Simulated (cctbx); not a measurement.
# Reading a Patterson map

Space group Ibam (no. 72), a = 8.1830 Å, b = 9.3360 Å, c = 7.4060 Å, α = 90.00°, β = 90.00°, γ = 90.00°, content Cu12 S16.

Simulated single-crystal data (cctbx): synchrotron X-rays, λ = 0.7749 Å, to d = 0.8 Å, 80 % of the full sphere, strongest reflection 5000 counts, noise from counting, a 3 % proportional error and a noise floor of 4 counts (s.d.); no absorption, some extinction.

Patterson synthesis, origin scaled to 1000:

```text
Patterson group I m m m
      u       v       w   height  length (A)
  0.000   0.000   0.000   1000.0     0.00
  0.000   0.000   0.500    871.2     3.70
  0.000   0.500   0.500    603.1     5.96
  0.250   0.250   0.250    595.4     3.61
  0.000   0.500   0.000    491.7     4.67
  0.184   0.000   0.250    428.6     2.39
  0.062   0.253   0.500    315.6     4.42
  0.062   0.253   0.000    315.1     2.42
  0.174   0.500   0.250    209.0     5.22
  0.134   0.500   0.000     56.8     4.80
  0.148   0.000   0.500     36.1     3.90
  0.126   0.262   0.251     25.7     3.24
  0.000   0.134   0.000     10.3     1.25
  0.084   0.000   0.135      6.0     1.21
```

**Question.** Which atom pairs make the peaks, and where is the heaviest atom?

A peak at u stands for all pairs with xi − xj = u, with weight Σ ZiZj against Σ Z² = 14188 at the origin. Peak heights follow these weights only roughly, since form factors, motion and series ripples differ, all vectors within 0.55 Å of a peak are counted as merged into it though the farther ones add only part of their weight, and F(000) is left out, which lowers the whole map:

| u | v | w | shortest length (Å) | height | 1000 ΣZiZj/ΣZ² | pairs in the cell |
| --- | --- | --- | --- | --- | --- | --- |
| 0.000 | 0.000 | 0.500 | 3.70 | 871 | 856 | 12 × Cu–Cu, 8 × S–S |
| 0.000 | 0.500 | 0.500 | 4.09 | 603 | 619 | 8 × Cu–Cu, 8 × S–S |
| 0.250 | 0.250 | 0.250 | 3.61 | 595 | 619 | 8 × Cu–Cu, 8 × S–S |
| 0.000 | 0.500 | 0.000 | 4.67 | 492 | 474 | 8 × Cu–Cu |
| 0.184 | 0.000 | 0.250 | 2.39 | 429 | 523 | 16 × Cu–S |
| 0.062 | 0.253 | 0.500 | 4.26 | 316 | 392 | 12 × Cu–S |
| 0.062 | 0.253 | 0.000 | 2.42 | 315 | 392 | 12 × Cu–S |
| 0.174 | 0.500 | 0.250 | 3.25 | 209 | 262 | 8 × Cu–S |
| 0.134 | 0.500 | 0.000 | 4.76 | 57 | 144 | 8 × S–S |

The table stops at ten peaks or at a height of 45, below which ripples compete. In the model behind the data Cu, the heaviest element, has 2 independent sites: (1/4, 1/4, 3/4) and (0, 0, 0), up to an allowed shift of origin; the Cu–Cu vectors are differences of these positions and their symmetry mates. The whole model:

```
atom  mult.       x       y    z  Ueq (Å²)
 Cu1      8     1/4     1/4  3/4    0.0163
 Cu2      4       0       0    0    0.0157
  S1      8  0.1950       0  1/4    0.0221
  S2      8  0.0770  0.2595  1/2    0.0163
```

The model is made up (kin elements in a known structure type, no relaxation), so it says nothing on whether the phase exists.

[Logs are printed without paths, hosts, clocks, repeated set-up lines and the standing remarks that a program may print on its own settings, such as how far it seeks lower states.]
